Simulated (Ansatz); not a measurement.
# Lattice dynamics of ZrGe (model cell, started as rocksalt type)

Aim: the vibrations of ZrGe (model cell, started as rocksalt type), their spectra, and whether the structure is stable.

Main program and level: Ansatz 0.2.0; DFT PBEsol, scalar-relativistic, plane waves, PAW.

The structure was built from a prototype and need not be the compound's stable phase.

**1. Set-up**

The structure is cubic, space group Fm-3m (No. 225). Conventional cell: a = 5.440 Å, b = 5.440 Å, c = 5.440 Å, α = 90.00°, β = 90.00°, γ = 90.00°. Nearest to Zr lie 6 Ge at 2.72 Å. Ge has 6 Zr at 2.72 Å nearest. Farther neighbours are not listed.

**2. Bringing the structure to rest**

Harmonic phonons are second derivatives at a point where the forces vanish, and they are wanted at zero stress, so atoms and cell are relaxed first.

input.yaml reads:

```yaml
crystal:
  lattice:
    - [0.0, 2.72, 2.72]
    - [2.72, 0.0, 2.72]
    - [2.72, 2.72, 0.0]
  atoms:
    - { symbol: Zr, position: [0.0, 0.0, 0.0] }
    - { symbol: Ge, position: [0.5, 0.5, 0.5] }
kpoints:
  mp_grid: { grid: [14, 14, 14] }
hamiltonian:
  xc: pbesol
scf:
  occupations: { method: gaussian, width: 0.1 }
output:
  forces: true
  stress: true
  eigenvalues: true
  write_density: true
  write_potential: true
  elf: true
  volumetric_format: npy
relax:
  adjacent_minimum: "off"
  f_tol: 0.005
  max_steps: 80
  cell: { stress_tol: 0.05 }
```

Command:

```
$ ansatz run input.yaml --threads 8 --pin off --max-ram 14336MiB --backend cpu --events-out ev --progress --plain --runs-dir out
```

Numbers of over 12 decimals in the logs are rounded to 6 here.

The log of the run:

```text
Engine: ansatz 0.2.0, x86_64-unknown-linux-gnu
Pseudopotentials: kind: paw
Pseudopotential: Zr, paw, valence charge 12, recommended cutoff 420 eV (normal), Zr.paw.azcp
Pseudopotential: Ge, paw, valence charge 14, recommended cutoff 420 eV (normal), Ge.paw.azcp
Functional definition: PBEsol
  exchange = pbesol_x
  correlation = pbesol_c
Crystal: 2 atoms, lattice volume = 40.247 Å³
Basis set: ecut = 420 eV, 749 PW (Γ), exchange–correlation on 54×54×54 points (8 copies of the dense FFT grid, shifted against one another)
Bands: 17, of which v1, the nominal top of the filled ones, is band 13 counted from 1 (12 counted from 0)
Symmetry: 48 space group operations
Space group: Fm-3m (ITA 225), of the structure as read, at distance tolerance 3.4e-5 Å
k-points: 104 of 2744
Non-local potential: Zr, projectors of the file, l = 0: 3, l = 1: 2, l = 2: 2, l = 3: 2
Non-local potential: Ge, projectors of the file, l = 0: 2, l = 1: 2, l = 2: 3, l = 3: 1
PAW form: soft (Blöchl's): semilocal exchange-correlation on the pseudo side does not see the compensation charge
PAW frozen core: Zr, regenerated for the run's functional, and the local potential with it (the file was generated under x = pbe(κ = 0.804, μ = 0.219515), c = pbe(β = 0.066725))
PAW frozen core: Ge, regenerated for the run's functional, and the local potential with it (the file was generated under x = pbe(κ = 0.804, μ = 0.219515), c = pbe(β = 0.066725))
PAW one-centre angular grid: Zr, 590 points (default); XC on 64 Gauss nodes
PAW one-centre angular grid: Ge, 590 points (default); XC on 64 Gauss nodes
Initial density: superposition of atomic densities (neutral atoms: chi_scale 0, normalization atom), corrected by the library's trained network
Initial wavefunctions: pseudopotential atomic-orbital guess
Functional: x = pbesol(κ = 0.804, μ = 0.123457), c = pbesol(β = 0.046)
SCF iter   1: F=—  HF=-8383.754970 eV  |F-HF|=—  |Δ(HF+E_count)|=         —  Δρ=3.58e-3  dr2=4.84e-3  ethr=1.77e-3  ⟨swp⟩=5.0  Hψ=7453  notcnv=0
preconditioner: auto → Kerker (q_TF=auto, 2.537 Å⁻¹)  [metal: Δε(μ)=0.029 eV  Ē_g=20.644 eV  σ=0.100 eV  W_gap=0.16  n_scr=14 (ndim 8)  ℏωp=28.7 eV  f_vac=0.000  D(μ)=0.53/eV (n_scr^D=0)]
SCF iter   2: F=—  HF=-8383.753510 eV  |F-HF|=—  |Δ(HF+E_count)|=   1.46e-3  Δρ=1.98e-3  dr2=1.31e-3  ethr=1.86e-5  ⟨swp⟩=2.3  Hψ=3353  notcnv=0
SCF iter   3: F=—  HF=-8383.753235 eV  |F-HF|=—  |Δ(HF+E_count)|=   2.75e-4  Δρ=3.28e-4  dr2=2.80e-5  ethr=5.06e-6  ⟨swp⟩=2.0  Hψ=2165  notcnv=0
SCF iter   4: F=—  HF=-8383.753223 eV  |F-HF|=—  |Δ(HF+E_count)|=   1.18e-5  Δρ=1.48e-4  dr2=7.65e-6  ethr=1.08e-7  ⟨swp⟩=2.4  Hψ=2868  notcnv=0
SCF iter   5: F=—  HF=-8383.753220 eV  |F-HF|=—  |Δ(HF+E_count)|=   3.16e-6  Δρ=4.34e-5  dr2=8.83e-7  ethr=2.94e-8  ⟨swp⟩=2.0  Hψ=2689  notcnv=0
SCF iter   6: F=-8383.753220 eV  HF=-8383.753220 eV  |F-HF|=6.03e-9  |Δ(HF+E_count)|=   1.40e-7  Δρ=1.11e-5  dr2=3.91e-8  ethr=3.85e-10  ⟨swp⟩=5.9  Hψ=10060  notcnv=0
SCF 1 converged in 6 iterations: F = -8383.753220 eV  dr2 = 3.91e-8
  greatest PAW one-centre occupation: 0.998 electrons in one spin orbital (limit 2), on the Ge atom at site 1 (counted from 0), in its partial waves of l = 2
relax step   1: F+E_penalty+E_count = -8383.75321986 eV  Δ(F+E_penalty+E_count) = +0.000e0 eV  max|allowed force component| = 2.440e-29 eV/Å  Δτ_max = 0.0000 Å  P = -1.778 GPa  Ω = 40.247 Å³  (6 SCF iters, dr2 threshold 1.00e-7 eV, accepted)
Crystal: 2 atoms, lattice volume = 38.942 Å³
Initial density: handed on by an earlier stage of this run
Initial wavefunctions: those handed on with the density
iter 1 solved again at ethr=4.89e-6 eV; its pass at ethr=3.10e-3 eV (dr2=1.27e-3 eV) is discarded
SCF iter   1: F=—  HF=-8383.752619 eV  |F-HF|=—  |Δ(HF+E_count)|=         —  Δρ=1.44e-3  dr2=1.30e-3  ethr=4.89e-6  ⟨swp⟩=1.3  Hψ=9788  notcnv=0
preconditioner: auto → Kerker (q_TF=auto, 2.551 Å⁻¹)  [metal: Δε(μ)=0.022 eV  Ē_g=20.710 eV  σ=0.100 eV  W_gap=0.13  n_scr=14 (ndim 8)  ℏωp=29.2 eV  f_vac=0.000  D(μ)=0.58/eV (n_scr^D=0)]
SCF iter   2: F=—  HF=-8383.752317 eV  |F-HF|=—  |Δ(HF+E_count)|=   3.02e-4  Δρ=7.10e-4  dr2=2.74e-4  ethr=4.89e-6  ⟨swp⟩=2.7  Hψ=2540  notcnv=0
SCF iter   3: F=—  HF=-8383.752233 eV  |F-HF|=—  |Δ(HF+E_count)|=   8.40e-5  Δρ=2.65e-4  dr2=2.18e-5  ethr=1.05e-6  ⟨swp⟩=2.0  Hψ=2694  notcnv=0
SCF iter   4: F=—  HF=-8383.752221 eV  |F-HF|=—  |Δ(HF+E_count)|=   1.14e-5  Δρ=9.58e-5  dr2=2.89e-6  ethr=8.37e-8  ⟨swp⟩=2.0  Hψ=2695  notcnv=0
SCF iter   5: F=-8383.752222 eV  HF=-8383.752222 eV  |F-HF|=3.40e-8  |Δ(HF+E_count)|=   3.05e-7  Δρ=2.03e-5  dr2=1.55e-7  ethr=7.69e-10  ⟨swp⟩=6.0  Hψ=11428  notcnv=0
SCF 2 converged in 5 iterations: F = -8383.752222 eV  dr2 = 1.55e-7
relax step   2: F+E_penalty+E_count = -8383.75222164 eV  Δ(F+E_penalty+E_count) = +9.982e-4 eV  max|allowed force component| = 1.269e-28 eV/Å  Δτ_max = 0.0000 Å  P = +2.182 GPa  Ω = 38.942 Å³  energy of the carried Pulay correction = +1.981e-4 eV  (5 SCF iters, dr2 threshold 2.00e-7 eV, rejected (line search))
Crystal: 2 atoms, lattice volume = 39.650 Å³
iter 1 solved again at ethr=1.42e-6 eV; its pass at ethr=3.10e-3 eV (dr2=3.70e-4 eV) is discarded
SCF iter   1: F=—  HF=-8383.756889 eV  |F-HF|=—  |Δ(HF+E_count)|=         —  Δρ=8.04e-4  dr2=4.22e-4  ethr=1.42e-6  ⟨swp⟩=2.0  Hψ=9979  notcnv=0
preconditioner: auto → Kerker (q_TF=auto, 2.543 Å⁻¹)  [metal: Δε(μ)=0.023 eV  Ē_g=20.695 eV  σ=0.100 eV  W_gap=0.13  n_scr=14 (ndim 8)  ℏωp=28.9 eV  f_vac=0.000  D(μ)=0.56/eV (n_scr^D=0)]
SCF iter   2: F=—  HF=-8383.756789 eV  |F-HF|=—  |Δ(HF+E_count)|=   9.94e-5  Δρ=3.92e-4  dr2=8.74e-5  ethr=1.42e-6  ⟨swp⟩=2.6  Hψ=2501  notcnv=0
SCF iter   3: F=—  HF=-8383.756759 eV  |F-HF|=—  |Δ(HF+E_count)|=   2.99e-5  Δρ=1.43e-4  dr2=6.47e-6  ethr=3.36e-7  ⟨swp⟩=2.0  Hψ=2687  notcnv=0
SCF iter   4: F=—  HF=-8383.756757 eV  |F-HF|=—  |Δ(HF+E_count)|=   2.66e-6  Δρ=5.11e-5  dr2=8.19e-7  ethr=2.49e-8  ⟨swp⟩=2.0  Hψ=2693  notcnv=0
SCF iter   5: F=—  HF=-8383.756756 eV  |F-HF|=—  |Δ(HF+E_count)|=   4.64e-7  Δρ=1.05e-5  dr2=4.15e-8  ethr=3.15e-9  ⟨swp⟩=2.5  Hψ=3246  notcnv=0
SCF iter   6: F=—  HF=-8383.756756 eV  |F-HF|=—  |Δ(HF+E_count)|=   2.20e-9  Δρ=2.29e-6  dr2=2.58e-9  ethr=1.60e-10  ⟨swp⟩=2.0  Hψ=1987  notcnv=0
SCF iter   7: F=—  HF=-8383.756756 eV  |F-HF|=—  |Δ(HF+E_count)|=  1.98e-10  Δρ=4.68e-7  dr2=1.11e-10  ethr=9.91e-12  ⟨swp⟩=2.4  Hψ=2420  notcnv=0
SCF iter   8: F=-8383.756756 eV  HF=-8383.756756 eV  |F-HF|=1.82e-12  |Δ(HF+E_count)|=  4.91e-11  Δρ=7.07e-8  dr2=1.00e-12  ethr=1.00e-12  ⟨swp⟩=5.3  Hψ=7650  notcnv=0
SCF 3 converged in 8 iterations: F = -8383.756756 eV  dr2 = 1.00e-12
relax step   3: F+E_penalty+E_count = -8383.75675614 eV  Δ(F+E_penalty+E_count) = -3.536e-3 eV  max|allowed force component| = 1.118e-29 eV/Å  Δτ_max = 0.0000 Å  P = -0.049 GPa  Ω = 39.650 Å³  energy of the carried Pulay correction = +8.975e-5 eV  (8 SCF iters, accepted)
Initial wavefunctions: pseudopotential atomic-orbital guess (no wavefunctions were taken with the density)
iter 1 solved again at ethr=3.28e-8 eV; its pass at ethr=3.10e-3 eV (dr2=8.54e-6 eV) is discarded
SCF iter   1: F=—  HF=-8383.756669 eV  |F-HF|=—  |Δ(HF+E_count)|=         —  Δρ=1.07e-5  dr2=6.03e-9  ethr=3.28e-8  ⟨swp⟩=3.1  Hψ=12955  notcnv=0
preconditioner: auto → Kerker (q_TF=auto, 2.543 Å⁻¹)  [metal: Δε(μ)=0.016 eV  Ē_g=20.674 eV  σ=0.100 eV  W_gap=0.09  n_scr=14 (ndim 8)  ℏωp=28.9 eV  f_vac=0.000  D(μ)=0.56/eV (n_scr^D=0)]
SCF iter   2: F=—  HF=-8383.756666 eV  |F-HF|=—  |Δ(HF+E_count)|=   2.87e-6  Δρ=7.12e-6  dr2=6.37e-9  ethr=2.32e-11  ⟨swp⟩=2.0  Hψ=2783  notcnv=0
SCF iter   3: F=—  HF=-8383.756666 eV  |F-HF|=—  |Δ(HF+E_count)|=   2.70e-9  Δρ=2.70e-6  dr2=8.97e-10  ethr=2.32e-11  ⟨swp⟩=3.0  Hψ=2797  notcnv=0
SCF iter   4: F=—  HF=-8383.756666 eV  |F-HF|=—  |Δ(HF+E_count)|=  1.46e-10  Δρ=3.48e-7  dr2=3.07e-11  ethr=3.45e-12  ⟨swp⟩=2.8  Hψ=3388  notcnv=0
SCF iter   5: F=-8383.756666 eV  HF=-8383.756666 eV  |F-HF|=1.82e-12  |Δ(HF+E_count)|=  1.64e-11  Δρ=4.71e-8  dr2=6.20e-13  ethr=1.00e-12  ⟨swp⟩=5.0  Hψ=7049  notcnv=0
SCF 4 converged in 5 iterations: F = -8383.756666 eV  dr2 = 6.20e-13
relax step   4: F+E_penalty+E_count = -8383.75666572 eV  Δ(F+E_penalty+E_count) = +9.041e-5 eV  max|allowed force component| = 6.508e-30 eV/Å  Δτ_max = 0.0000 Å  P = -0.050 GPa  Ω = 39.650 Å³  stress off target by 4.98e-2 GPa  SCF on the basis re-selected at this cell (its energy is not comparable with the rows above)  (5 SCF iters)
basis re-selected at this cell: Δ(F+E_penalty+E_count) = +9.041e-5 eV, ΔP = -0.000 GPa vs the last step (what re-selecting the basis moved, of the pressure what is left beyond the Pulay correction that the steps carried, after the strain that the cell walked since its last selection, with what the two solves' SCF thresholds leave and, on support functions, any second-order correction that the steps lacked; it is no m [...]
SCF converged after 5 iterations
Free energy (F): -8383.756666 eV
Harris-Foulkes:  -8383.756666 eV  (|F-HF|=1.82e-12)
Internal energy: -8383.753849 eV  (E = F + TS)
E sigma→0 (E₀):  -8383.755257 eV
Entropy (-TS):   -0.002817 eV (-1.408 meV/atom)
Fermi energy:    13.180394 eV
--- Per-component energies (eV) ---
  E_band       = -185.373733
  E_kinetic    = 446.622238
  E_local      = -2831.017807  (includes V_loc(G=0)·N_el)
  E_nonlocal   = 501.301017
  E_hartree    = 1174.540615
  E_xc         = -237.185677
  E_vxc        = -257.365600  (∫ρ·V_xc dr)
  E_paw        = -4878.638421  (= ΣΔE_a)
  E_vpaw       = -393.995179  (= ΣTr[D̂ρ^β])
  E_aug_tail   = 0.000330  (compensation charges beyond the density's cutoff)
  E_ewald      = -2560.459801
  E_core_change = 1.083657  (= ΣΔE_core)
  E_smearing   = -0.002817  (= −TS)
  E_closure    = -0.000000  (closes the sum)
  Σ components = -8383.756666   (vs F -8383.756666, Δ=0.00e0)
--- Forces (eV/Å), atoms counted from 1 ---
  atom   1  Zr     0.00000000    -0.00000000    -0.00000000
  atom   2  Ge     0.00000000    -0.00000000     0.00000000
  max |Σ_I F_I| component: 1.64e-29 eV/Å
--- Stress (GPa, compression-positive) ---
       -0.049780       0.000000      -0.000000
       -0.000000      -0.049780      -0.000000
        0.000000      -0.000000      -0.049780
  P = ⅓ Tr σ = -0.0498 GPa (-0.498 kbar)
--- Band table (eV; the first three rows and the last of 104) ---
  k-point 0: bands = [... 9 lower, 2.7951, 13.3244, 13.3244, 13.3244, 14.1712, 14.1712, 15.5863, 15.5863]
  k-point 1: bands = [... 9 lower, 2.8814, 13.0425, 13.2803, 13.2803, 13.8270, 13.8270, 15.4822, 16.1594]
  k-point 2: bands = [... 9 lower, 3.1350, 12.2985, 12.7945, 12.7945, 13.8037, 13.8037, 15.3304, 17.2124]
  k-point 103: bands = [... 9 lower, 5.0371, 10.4730, 10.6501, 10.9609, 15.2427, 15.8461, 16.3054, 16.3745]
--- Relaxed structure (3 steps of the walk, 2 accepted, 1 SCFs on fresh bases) ---
  F+E_penalty+E_count = -8383.75666572 eV   max|allowed force component| = 6.508e-30 eV/Å   (the final SCF, on the basis selected at the relaxed cell)
  cell:  # Å, volume = 39.6503 Å³
    - [0, 2.706483, 2.706483]
    - [2.706483, 0, 2.706483]
    - [2.706483, 2.706483, 0]
  atoms:
    - { symbol: Zr, position: [0, 0, 0] }
    - { symbol: Ge, position: [0.5, 0.5, 0.5] }
```

Elapsed: 4.9 s, on 8 threads of AMD EPYC 7R43, shared host; peak memory 0.51 GiB.

The steps of the relaxation:

```tsv
step	energy less that of the first step (eV)	largest force component (eV/Å)	pressure (GPa)	volume (Å³)
1	0.0000	0.0000	-1.78	40.25
2	0.0010	0.0000	2.18	38.94
3	-0.0035	0.0000	-0.05	39.65
4*	-0.0034	0.0000	-0.05	39.65
```

Relaxation steps marked * repeat the geometry before them on a plane-wave basis chosen anew for their cell, so energy and pressure can jump there. Relaxation step 2 was tried and not accepted.

The run keeps the 48 symmetry operations that it works with, so distortions that break them were not tested.

```tsv
conventional cell, symmetrised	before	after	change
a (Å)	5.440	5.413	-0.5 %
b (Å)	5.440	5.413	-0.5 %
c (Å)	5.440	5.413	-0.5 %
volume (Å³/atom)	20.12	19.83	-1.5 %
```

The relaxed structure:

```xyz
2
Lattice="0.0000 2.7065 2.7065 2.7065 0.0000 2.7065 2.7065 2.7065 0.0000" Properties=species:S:1:pos:R:3 pbc="T T T"
Zr    0.0000    0.0000    0.0000
Ge    2.7065    2.7065    2.7065
```

Numbers from this step:

| Item | Value |
| --- | --- |
| pressure | -0.04978 GPa |
| volume per atom | 19.83 Å³ |
| gap on the k-mesh | 0 eV |

Valence density in the ac plane of the conventional cell at fractional y = 0.000, with atoms of Zr and Ge within 0.2 Å of it. It is the smooth field of the valence electrons, not physical close to the nuclei.

Values in e/Å³, 15 rows by 15 columns, each cell a mean:
```
 4  3  1  0  0  1  5 22 13  2  0  0  1  2  4
 3  2  1  0  0  0  1  2  2  1  0  0  0  1  2
 1  0  0  0  0  0  0  1  0  0  0  0  0  0  1
 0  0  0  0  0  0  0  0  0  0  0  0  0  0  0
 0  0  0  0  0  0  0  1  1  0  0  0  0  0  0
 2  1  0  0  0  1  2  3  2  1  0  0  0  1  2
21  5  1  0  0  1  3  4  4  2  1  0  0  2 13
39  7  1  0  0  2  4  3  4  3  1  0  1  2 22
 8  2  1  0  0  1  3  4  3  2  0  0  0  1  5
 1  1  0  0  0  0  1  2  1  1  0  0  0  0  1
 0  0  0  0  0  0  0  0  0  0  0  0  0  0  0
 0  0  0  0  0  0  0  0  0  0  0  0  0  0  0
 2  1  0  0  0  0  1  1  1  0  0  0  0  1  1
 4  3  1  0  0  1  2  7  5  1  0  0  0  2  3
 3  4  2  0  0  1  8 39 21  2  0  0  1  3  4
```
Columns run along a (5.4 Å), rows up along c (5.4 Å), edges of the conventional cell, whose origin can differ from the input's. Atoms in or near the plane, at fractional coordinates: Zr at (0.00, 0.00), Zr at (0.50, 0.50), Ge at (0.50, 0.00), Ge at (0.00, 0.50).

Electrostatic potential energy in the ac plane of the conventional cell at fractional y = 0.000, with atoms of Zr and Ge within 0.2 Å of it. With pseudopotentials it is smooth inside the atoms' cores, unlike the true potential.

Ten even steps from '0' (-63 eV) to '9' (15 eV), each cell a mean:
```
016897544689740
358998666799864
789999988999987
999999999999999
899999878899998
678998534689976
457986100489864
357985100379864
568997311589965
789998756899987
999999988999999
899999999999998
678999877899986
137998655799851
016897534689730
```
Columns run along a (5.4 Å; values clipped at the 3rd and 97th percentile), rows up along c (5.4 Å), edges of the conventional cell, whose origin can differ from the input's. Atoms in or near the plane, at fractional coordinates: Zr at (0.00, 0.00), Zr at (0.50, 0.50), Ge at (0.50, 0.00), Ge at (0.00, 0.50).

ELF in the ac plane of the conventional cell at fractional y = 0.000, with atoms of Zr and Ge within 0.2 Å of it. It is the smooth field of the valence electrons, not physical close to the nuclei.

Ten even steps from '0' (0.02) to '9' (0.77), each cell a mean:
```
697365200464597
983266433564269
531256666664125
444444444443444
666521354214666
346623899624654
025637967944630
015548926954630
135636999834642
557622687314665
666432343224566
432346656654223
852267555664137
995365312464389
398465100364596
```
Columns run along a (5.4 Å), rows up along c (5.4 Å), edges of the conventional cell, whose origin can differ from the input's. Atoms in or near the plane, at fractional coordinates: Zr at (0.00, 0.00), Zr at (0.50, 0.50), Ge at (0.50, 0.00), Ge at (0.00, 0.50).

In this step the volume went from 20.12 to 19.83 Å³/atom.

**3. Relaxing to small forces for the phonons**

Phonons need a cell at rest on their own settings, so the relaxation is repeated with tight tolerances on forces and stress on the k mesh and occupations of the first response run.

input.yaml reads:

```yaml
crystal:
  lattice:
    - [0.0, 2.7064832108, 2.7064832108]
    - [2.7064832108, 0.0, 2.7064832108]
    - [2.7064832108, 2.7064832108, 0.0]
  atoms:
    - { symbol: Zr, position: [0.0, 0.0, 0.0] }
    - { symbol: Ge, position: [0.5, 0.5, 0.5] }
kpoints:
  mp_grid: { grid: [16, 16, 16] }
hamiltonian:
  xc: pbesol
scf:
  occupations: { method: methfessel_paxton, width: 0.2 }
output:
  forces: true
  stress: true
  eigenvalues: true
relax:
  adjacent_minimum: "off"
  f_tol: 0.001
  max_steps: 60
  cell: { stress_tol: 0.01 }
```

The log of the run:

```text
[...]
Crystal: 2 atoms, lattice volume = 39.650 Å³
Basis set: ecut = 420 eV, 749 PW (Γ), exchange–correlation on 54×54×54 points (8 copies of the dense FFT grid, shifted against one another)
Bands: 17, of which v1, the nominal top of the filled ones, is band 13 counted from 1 (12 counted from 0)
Symmetry: 48 space group operations
[...]
k-points: 145 of 4096
[...]
k-point 144: bands = [... 9 lower, 5.0712, 10.5568, 10.5568, 10.8778, 15.5852, 15.5852, 16.3173, 16.4083]
--- Relaxed structure (3 steps of the walk, 2 accepted, 1 SCFs on fresh bases) ---
[...]
cell:  # Å, volume = 39.6272 Å³
    - [0, 2.705959, 2.705959]
    - [2.705959, 0, 2.705959]
    - [2.705959, 2.705959, 0]
  atoms:
    - { symbol: Zr, position: [0, 0, 0] }
    - { symbol: Ge, position: [0.5, 0.5, 0.5] }
[key lines of the parts left out:]
SCF converged after 4 iterations
Free energy (F): -8383.755984 eV
Fermi energy:    13.197394 eV
P = ⅓ Tr σ = -0.0001 GPa (-0.001 kbar)
```

Run time: 6.1 s. Hardware: 8 threads; peak memory 0.5 GiB; 38 s of CPU time.

Little changed from the start: no atom moved by 0.005 Å and no cell edge by 0.1 %.

This step gave:

| Property | Result |
| --- | --- |
| pressure | -5.31e-5 GPa |
| volume per atom | 19.81 Å³ |

The forces vanish by symmetry and the pressure is 0.000 GPa, within the tolerances set. The cell now holds 19.81 Å³/atom.

(Part 1 of 3 ends here.)

[Logs are printed without paths, hosts, clocks, repeated set-up lines and the standing remarks that a program may print on its own settings, such as how far it seeks lower states.]

[Hosts, paths, dates, database ids (printed as entryN), source tags and the programs' standing remarks are cut or masked in the printed files.]
